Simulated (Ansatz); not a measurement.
# Phonon transport in Tm (P6_3/mmc)

How well does the lattice of Tm conduct heat?

Main program and level: Ansatz 0.2.0; DFT PBE, scalar-relativistic, plane waves, norm-conserving pseudopotentials, 4f in core.

### Step 1. The structure

It takes space group P6_3/mmc (No. 194, hexagonal). Conventional cell: a = 3.538 Å, b = 3.538 Å, c = 5.555 Å, α = 90.00°, β = 90.00°, γ = 120.00°. Nearest to Tm lie 12 Tm at 3.45 to 3.54 Å.

As a file:

```cif
data_structure
_symmetry_space_group_name_H-M 'P 1'
_symmetry_Int_Tables_number 1
_cell_length_a 3.5375
_cell_length_b 3.5375
_cell_length_c 5.5546
_cell_angle_alpha 90.000
_cell_angle_beta 90.000
_cell_angle_gamma 120.000
_cell_volume 60.20
loop_
_atom_site_label
_atom_site_type_symbol
_atom_site_fract_x
_atom_site_fract_y
_atom_site_fract_z
_atom_site_occupancy
Tm1 Tm 0.33333 0.66667 0.25000 1
Tm2 Tm 0.66667 0.33333 0.75000 1
```

### Step 2. A first coarse run

A cheap single point shows whether the cell is a metal or an insulator and how far it is from rest; that sets the k-mesh and the occupations of what follows.

File input.yaml:

```yaml
crystal:
  lattice:
    - [3.5375, 0.0, 0.0]
    - [-1.76875, 3.0635648659, 0.0]
    - [0.0, 0.0, 5.5546]
  atoms:
    - { symbol: Tm, position: [0.3333333333, 0.6666666667, 0.25] }
    - { symbol: Tm, position: [0.6666666667, 0.3333333333, 0.75] }
kpoints:
  mp_grid: { grid: [6, 6, 4] }
hamiltonian:
  xc: pbe
  pseudopotentials:
    kind: nc
    azcp: { Tm: "pseudopotentials/pbe/nc/lanthanide_3plus/Tm.nc.azcp" }
scf:
  occupations: { method: gaussian, width: 0.1 }
  lower_state_search: "off"
output:
  forces: true
  stress: true
  eigenvalues: true
```

Started as:

```bash
$ ansatz run input.yaml --threads 18 --pin off --max-ram 92160MiB --backend cuda --events-out ev --progress --plain --runs-dir out
```

Numbers of over 12 decimals in the logs are rounded to 6 here.

Log:

```text
Engine: ansatz 0.2.0, aarch64-unknown-linux-gnu
Pseudopotentials: kind: nc
Pseudopotential: Tm, nc, valence charge 11, recommended cutoff 680.284656 eV (normal), <dir>
Functional definition: PBE
  parameter kappa = 0.804
  parameter beta = 0.066725
  exchange = pbe_x(kappa = kappa, mu = beta*pi^2/3)
  correlation = pbe_c(beta = beta)
device memory: the entry about to start is reckoned to put 1.0 GiB on a device that reports 182.5 GiB free
GPU FFT provider: cuFFT
GPU libraries: cuBLAS 13.8.1, cuFFT 12.4.0, cuSOLVER 12.3.2
GPU matrix products: emulated (plane waves: as basis.precision tells), large ones in fixed point in workspaces of 1.00 GiB
Crystal: 2 atoms, lattice volume = 60.197 Å³
Basis set: ecut = 680.284656 eV, 2429 PW (Γ), exchange–correlation on 64×64×96 points (8 copies of the dense FFT grid, shifted against one another)
Bands: 15, of which v1, the nominal top of the filled ones, is band 11 counted from 1 (10 counted from 0)
Symmetry: 24 space group operations
Space group: P63/mmc (ITA 194), of the structure as read, at distance tolerance 3.9e-5 Å
k-points: 21 of 144
Non-local potential: Tm, projectors of the file, l = 0: 2, l = 1: 2, l = 2: 2, l = 3: 1
Initial density: superposition of atomic densities (chi_scale 0.1, normalization cell)
Initial wavefunctions: pseudopotential atomic-orbital guess
GPU buffer pool allocated for 49152 grid points (all kernels)
GPU transforms: local potential and band sums: pruned to the plane-wave sphere, on 30×32×48
Functional: x = pbe(κ = 0.804, μ = 0.219515), c = pbe(β = 0.066725)
SCF iter   1: F=—  HF=-2495.775060 eV  |F-HF|=—  |Δ(HF+E_count)|=         —  Δρ=1.44e-2  dr2=1.79e-1  ethr=3.10e-3  ⟨swp⟩=5.0  Hψ=1409  notcnv=0
preconditioner: auto → none  [insulator: Δε(μ)=0.108 eV  Ē_g=3.098 eV  σ=0.100 eV  W_gap=0.55  n_scr=10 (ndim 8)  ℏωp=11.7 eV  f_vac=0.000  D(μ)=3.09/eV (n_scr^D=22)  ε∞_Penn≈15.3]
SCF iter   2: F=—  HF=-2495.738349 eV  |F-HF|=—  |Δ(HF+E_count)|=   3.67e-2  Δρ=6.43e-3  dr2=2.56e-2  ethr=8.12e-4  ⟨swp⟩=2.9  Hψ=700  notcnv=0
SCF iter   3: F=—  HF=-2495.738942 eV  |F-HF|=—  |Δ(HF+E_count)|=   5.93e-4  Δρ=1.26e-3  dr2=6.06e-4  ethr=1.16e-4  ⟨swp⟩=2.4  Hψ=502  notcnv=0
SCF iter   4: F=—  HF=-2495.739136 eV  |F-HF|=—  |Δ(HF+E_count)|=   1.94e-4  Δρ=9.55e-5  dr2=1.87e-6  ethr=2.76e-6  ⟨swp⟩=1.0  Hψ=315  notcnv=0
SCF iter   5: F=—  HF=-2495.739223 eV  |F-HF|=—  |Δ(HF+E_count)|=   8.72e-5  Δρ=9.39e-6  dr2=3.20e-8  ethr=4.55e-10  ⟨swp⟩=7.0  Hψ=2069  notcnv=0
SCF iter   6: F=-2495.739223 eV  HF=-2495.739223 eV  |F-HF|=3.87e-10  |Δ(HF+E_count)|=   4.90e-9  Δρ=1.80e-6  dr2=4.00e-10  ethr=1.45e-10  ⟨swp⟩=2.2  Hψ=1450  notcnv=0
SCF 1 converged in 6 iterations: F = -2495.739223 eV  dr2 = 4.00e-10
SCF converged after 6 iterations
Free energy (F): -2495.739223 eV
Harris-Foulkes:  -2495.739223 eV  (|F-HF|=3.87e-10)
Internal energy: -2495.723056 eV  (E = F + TS)
E sigma→0 (E₀):  -2495.731139 eV
Entropy (-TS):   -0.016168 eV (-8.084 meV/atom)
Fermi energy:    10.229292 eV
--- Per-component energies (eV) ---
  E_band       = -299.676387
  E_kinetic    = 622.585546
  E_local      = -1197.856460  (includes V_loc(G=0)·N_el)
  E_nonlocal   = -35.659872
  E_hartree    = 365.787972
  E_xc         = -633.194132
  E_vxc        = -420.321874  (∫ρ·V_xc dr)
  E_ewald      = -1617.386110
  E_smearing   = -0.016168  (= −TS)
  E_closure    = -0.000000  (closes the sum)
  Σ components = -2495.739223   (vs F -2495.739223, Δ=0.00e0)
--- Forces (eV/Å), atoms counted from 1 ---
  atom   1  Tm    -0.00000000    -0.00000000     0.00000000
  atom   2  Tm    -0.00000000     0.00000000     0.00000000
  max |Σ_I F_I| component: 1.85e-17 eV/Å
--- Stress (GPa, compression-positive) ---
        0.382519       0.000000       0.000000
        0.000000       0.382519       0.000000
        0.000000       0.000000      -0.940457
  P = ⅓ Tr σ = -0.0585 GPa (-0.585 kbar)
--- Band table (eV; the first three rows and the last of 21) ---
  k-point 0: bands = [... 7 lower, -14.8901, 4.5047, 7.8620, 11.0187, 12.2186, 12.2186, 12.5846, 12.9333]
  k-point 1: bands = [... 7 lower, -14.9458, 4.9549, 7.3956, 10.8561, 12.0572, 12.0572, 12.1407, 12.5884]
  k-point 2: bands = [... 7 lower, -14.9783, 6.1288, 6.1288, 11.2735, 11.2735, 12.1347, 12.1347, 12.1347]
  k-point 20: bands = [... 7 lower, -14.9980, 9.5910, 9.5910, 9.7328, 9.7328, 10.6029, 10.6029, 13.3722]
```

Run time: 1.2 s. Hardware: 1 × NVIDIA GB200 with 18 threads of Arm Neoverse V2, shared host; peak memory 1.1 GiB.

Reading the cycles: dr2 is the Hartree energy of the density residual (eV), the measure of convergence; HF is the Harris–Foulkes estimate of the energy, which meets the free energy F at convergence.

The files freeze the 4f shell of Tm into the core, so its moment is left out.

This step gave:

```yaml
pressure: -0.05847 GPa
volume_per_atom: 30.10 Å³/atom
gap_on_the_k_mesh: 0 eV
```

The start is under -0.058 GPa at this level and looks like a metal on this mesh.

### Step 3. Relaxation

Phonons are second derivatives about a minimum, so cell and atoms are relaxed first, inside the symmetry of the start.

input.yaml, as its differences from that of step 2:

```diff
@@ -9,3 +9,3 @@
 kpoints:
-  mp_grid: { grid: [6, 6, 4] }
+  mp_grid: { grid: [15, 15, 8] }
 hamiltonian:
@@ -22 +22,6 @@
   eigenvalues: true
+relax:
+  adjacent_minimum: "off"
+  f_tol: 0.005
+  max_steps: 80
+  cell: { stress_tol: 0.05 }
```

Log:

```text
[...]
Crystal: 2 atoms, lattice volume = 60.197 Å³
Basis set: ecut = 680.284656 eV, 2429 PW (Γ), exchange–correlation on 64×64×96 points (8 copies of the dense FFT grid, shifted against one another)
Bands: 15, of which v1, the nominal top of the filled ones, is band 11 counted from 1 (10 counted from 0)
Symmetry: 24 space group operations
[...]
k-points: 135 of 1800
[...]
SCF iter   1: F=—  HF=-2495.754809 eV  |F-HF|=—  |Δ(HF+E_count)|=         —  Δρ=1.41e-2  dr2=1.73e-1  ethr=3.10e-3  ⟨swp⟩=5.0  Hψ=9113  notcnv=0
[...]
SCF iter   2: F=—  HF=-2495.734908 eV  |F-HF|=—  |Δ(HF+E_count)|=   1.99e-2  Δρ=9.58e-3  dr2=7.89e-2  ethr=7.88e-4  ⟨swp⟩=1.2  Hψ=3129  notcnv=0
[...]
SCF iter   6: F=-2495.719990 eV  HF=-2495.719990 eV  |F-HF|=1.31e-9  |Δ(HF+E_count)|=   2.15e-7  Δρ=3.97e-6  dr2=8.08e-9  ethr=4.55e-10  ⟨swp⟩=5.0  Hψ=12009  notcnv=0
SCF 1 converged in 6 iterations: F = -2495.719990 eV  dr2 = 8.08e-9
relax step   1: F+E_penalty+E_count = -2495.71998998 eV  Δ(F+E_penalty+E_count) = +0.000e0 eV  max|allowed force component| = 7.401e-17 eV/Å  Δτ_max = 0.0000 Å  P = -0.194 GPa  Ω = 60.197 Å³  (6 SCF iters, dr2 threshold 1.00e-7 eV, accepted)
[...]
Crystal: 2 atoms, lattice volume = 59.905 Å³
Basis set: ecut = 680.284656 eV, 2417 PW (Γ), exchange–correlation on 64×64×96 points (8 copies of the dense FFT grid, shifted against one another)
[...]
iter 1 solved again at ethr=9.40e-8 eV; its pass at ethr=3.10e-3 eV (dr2=2.07e-5 eV) is discarded
[...]
SCF iter   3: F=-2495.721909 eV  HF=-2495.721909 eV  |F-HF|=4.28e-9  |Δ(HF+E_count)|=   8.27e-7  Δρ=1.35e-5  dr2=9.02e-8  ethr=9.09e-10  ⟨swp⟩=3.8  Hψ=10859  notcnv=0
SCF 2 converged in 3 iterations: F = -2495.721909 eV  dr2 = 9.02e-8
relax step   2: F+E_penalty+E_count = -2495.72190860 eV  Δ(F+E_penalty+E_count) = -1.919e-3 eV  max|allowed force component| = 3.701e-17 eV/Å  Δτ_max = 0.0000 Å  P = +0.039 GPa  Ω = 59.905 Å³  energy of the carried Pulay correction = +7.444e-4 eV  (3 SCF iters, dr2 threshold 2.00e-7 eV, accepted)
[...]
Crystal: 2 atoms, lattice volume = 59.965 Å³
[...]
SCF iter   3: F=-2495.721771 eV  HF=-2495.721771 eV  |F-HF|=3.92e-10  |Δ(HF+E_count)|=   2.54e-8  Δρ=2.24e-6  dr2=2.61e-9  ethr=5.04e-11  ⟨swp⟩=3.3  Hψ=8385  notcnv=0
SCF 3 converged in 3 iterations: F = -2495.721771 eV  dr2 = 2.61e-9
relax step   3: F+E_penalty+E_count = -2495.72177078 eV  Δ(F+E_penalty+E_count) = +1.378e-4 eV  max|allowed force component| = 3.007e-17 eV/Å  Δτ_max = 0.0000 Å  P = -0.011 GPa  Ω = 59.965 Å³  energy of the carried Pulay correction = +5.905e-4 eV  (3 SCF iters, dr2 threshold 1.11e-8 eV, accepted)
[...]
relax step   4: F+E_penalty+E_count = -2495.72124457 eV  Δ(F+E_penalty+E_count) = +5.262e-4 eV  max|allowed force component| = 3.701e-17 eV/Å  Δτ_max = 0.0000 Å  P = -0.025 GPa  Ω = 59.965 Å³  stress off target by 5.34e-2 GPa  SCF on the basis re-selected at this cell (its energy is not comparable with the rows above)  (4 SCF iters)
[...]
relax step   5: F+E_penalty+E_count = -2495.72133161 eV  Δ(F+E_penalty+E_count) = -8.703e-5 eV  max|allowed force component| = 1.110e-16 eV/Å  Δτ_max = 0.0000 Å  P = +0.001 GPa  Ω = 59.933 Å³  energy of the carried Pulay correction = +8.158e-5 eV  (3 SCF iters, dr2 threshold 7.13e-9 eV, accepted)
[...]
SCF iter   1: F=—  HF=-2495.721169 eV  |F-HF|=—  |Δ(HF+E_count)|=         —  Δρ=3.46e-6  dr2=7.56e-10  ethr=5.33e-8  ⟨swp⟩=3.0  Hψ=15714  notcnv=0
eigensolver tolerance schedule: the retry pair's looser diagonalisation over-reported the residual by 15495.16 of it (diagonalisation noise at 0.36 of the residual, at the tolerance the schedule requests for it); recorded, not acted on — ethr = c·dr2/N_el stays at c = 1.0e-1
SCF iter   2: F=—  HF=-2495.721261 eV  |F-HF|=—  |Δ(HF+E_count)|=   9.22e-5  Δρ=1.84e-6  dr2=3.10e-10  ethr=3.44e-12  ⟨swp⟩=2.9  Hψ=3886  notcnv=0
SCF iter   3: F=-2495.721261 eV  HF=-2495.721261 eV  |F-HF|=1.36e-12  |Δ(HF+E_count)|=  6.08e-10  Δρ=1.51e-7  dr2=7.37e-12  ethr=1.00e-12  ⟨swp⟩=4.8  Hψ=12906  notcnv=0
SCF 6 converged in 3 iterations: F = -2495.721261 eV  dr2 = 7.37e-12
relax step   6: F+E_penalty+E_count = -2495.72126140 eV  Δ(F+E_penalty+E_count) = +7.021e-5 eV  max|allowed force component| = 1.226e-16 eV/Å  Δτ_max = 0.0000 Å  P = -0.001 GPa  Ω = 59.933 Å³  stress off target by 1.12e-3 GPa  SCF on the basis re-selected at this cell (its energy is not comparable with the rows above)  (3 SCF iters)
[...]
SCF converged after 3 iterations
Free energy (F): -2495.721261 eV
[...]
Internal energy: -2495.704853 eV  (E = F + TS)
E sigma→0 (E₀):  -2495.713057 eV
Entropy (-TS):   -0.016408 eV (-8.204 meV/atom)
Fermi energy:    10.209644 eV
[...]
--- Stress (GPa, compression-positive) ---
       -0.000258       0.000000       0.000000
        0.000000      -0.000258       0.000000
        0.000000       0.000000      -0.001125
  P = ⅓ Tr σ = -0.0005 GPa (-0.005 kbar)
--- Band table (eV; the first three rows and the last of 135) ---
  k-point 0: bands = [... 7 lower, -14.8183, 4.5480, 7.9379, 11.1624, 12.2562, 12.2562, 12.7317, 13.0006]
  k-point 1: bands = [... 7 lower, -14.8440, 4.6659, 7.8322, 11.0717, 12.1814, 12.1814, 12.6083, 12.8885]
  k-point 2: bands = [... 7 lower, -14.8766, 5.0086, 7.4842, 10.9641, 12.0756, 12.0756, 12.2729, 12.6311]
  k-point 134: bands = [... 7 lower, -14.9250, 9.6291, 9.6291, 9.7763, 9.7763, 10.6608, 10.6608, 13.4659]
--- Relaxed structure (4 steps of the walk, 4 accepted, 2 SCFs on fresh bases) ---
  F+E_penalty+E_count = -2495.72126140 eV   max|allowed force component| = 1.226e-16 eV/Å   (the final SCF, on the basis selected at the relaxed cell)
  cell:  # Å, volume = 59.9334 Å³
    - [3.545643, 0.0, 0.0]
    - [-1.772821, 3.070617, 0.0]
    - [0.0, 0.0, 5.504884]
  atoms:
    - { symbol: Tm, position: [0.333333, 0.666667, 0.250000] }
    - { symbol: Tm, position: [0.666667, 0.333333, 0.750000] }
```

Wall time 3.4 s (1 × NVIDIA GB200 with 18 threads); peak memory 1.1 GiB.

Step by step:

```
step  energy less that of the first step (eV)  largest force component (eV/Å)  pressure (GPa)  volume (Å³)
   1                                   0.0000                          0.0000           -0.19        60.20
   2                                  -0.0019                          0.0000            0.04        59.90
   3                                  -0.0018                          0.0000           -0.01        59.97
  4*                                  -0.0013                          0.0000           -0.02        59.97
   5                                  -0.0013                          0.0000            0.00        59.93
  6*                                  -0.0013                          0.0000            0.00        59.93
```

Relaxation steps marked * repeat the geometry before them on a plane-wave basis chosen anew for their cell, so energy and pressure can jump there.

Forces are held to the 24 operations that the run works with; a distortion that breaks them can't arise in this run.

```
conventional cell, symmetrised  before  after  change
                         a (Å)   3.538  3.546  +0.2 %
                         b (Å)   3.538  3.546  +0.2 %
                         c (Å)   5.555  5.505  -0.9 %
              volume (Å³/atom)   30.10  29.97  -0.4 %
```

The relaxed structure:

```
Tm
1.0
     3.54564    0.00000    0.00000
    -1.77282    3.07062    0.00000
     0.00000    0.00000    5.50488
Tm
2
Direct
  0.33333 0.66667 0.25000
  0.66667 0.33333 0.75000
```

This step gave:

| Item | Value |
| --- | --- |
| pressure | -5.47e-4 GPa |
| volume per atom | 29.97 Å³/atom |

The relaxation ends with a pressure of 0.00 GPa.

### Step 4. Tight relaxation

The relaxation is repeated with tighter thresholds on force and stress, since phonons are sensitive to what is left; a change of mesh or smearing in the input moves the cell too.

input.yaml, the sections that differ from step 3:

```yaml
crystal:
  lattice:
    - [3.5456425262, 0.0, 0.0]
    - [-1.7728212631, 3.0706165004, 0.0]
    - [0.0, 0.0, 5.5048838656]
  atoms:
    - { symbol: Tm, position: [0.3333333333, 0.6666666667, 0.25] }
    - { symbol: Tm, position: [0.6666666667, 0.3333333333, 0.75] }
scf:
  occupations: { method: methfessel_paxton, width: 0.2 }
  lower_state_search: "off"
relax:
  adjacent_minimum: "off"
  f_tol: 0.001
  max_steps: 60
  cell: { stress_tol: 0.01 }
# kpoints, hamiltonian, output: as in step 3
```

Log:

```text
[...]
GPU FFT provider: cuFFT
GPU libraries: cuBLAS 13.8.1, cuFFT 12.4.0, cuSOLVER 12.3.2
[...]
Crystal: 2 atoms, lattice volume = 59.933 Å³
Basis set: ecut = 680.284656 eV, 2417 PW (Γ), exchange–correlation on 64×64×96 points (8 copies of the dense FFT grid, shifted against one another)
[...]
k-point 134: bands = [... 7 lower, -14.9247, 9.6292, 9.6292, 9.7763, 9.7763, 10.6606, 10.6606, 13.4674]
--- Relaxed structure (2 steps of the walk, 2 accepted, 1 SCFs on fresh bases) ---
[...]
cell:  # Å, volume = 59.9312 Å³
    - [3.546254, 0.0, 0.0]
    - [-1.773127, 3.071146, 0.0]
    - [0.0, 0.0, 5.502784]
  atoms:
    - { symbol: Tm, position: [0.333333, 0.666667, 0.250000] }
    - { symbol: Tm, position: [0.666667, 0.333333, 0.750000] }
[key lines of the parts left out:]
SCF converged after 5 iterations
Free energy (F): -2495.712472 eV
Fermi energy:    10.213578 eV
P = ⅓ Tr σ = 0.0002 GPa (0.002 kbar)
```

The job ended after 2.4 s (1 × NVIDIA GB200 with 18 threads; peak memory 1.1 GiB; 7.1 s of CPU time).

Little changed from the start: no atom moved by 0.005 Å and no cell edge by 0.1 %.

Numbers from this step:

```
pressure : 1.51e-4 GPa
```

The residual pressure is 1.5e-4 GPa, small enough for phonons.

(Part 1 of 3 ends here.)

[Logs are printed without paths, hosts, clocks, repeated set-up lines and the standing remarks that a program may print on its own settings, such as how far it seeks lower states.]

[Hosts, paths, dates, database ids (printed as entryN), source tags and the programs' standing remarks are cut or masked in the printed files.]

[A step with changed settings may run another functional than the one named; its input shows which.]
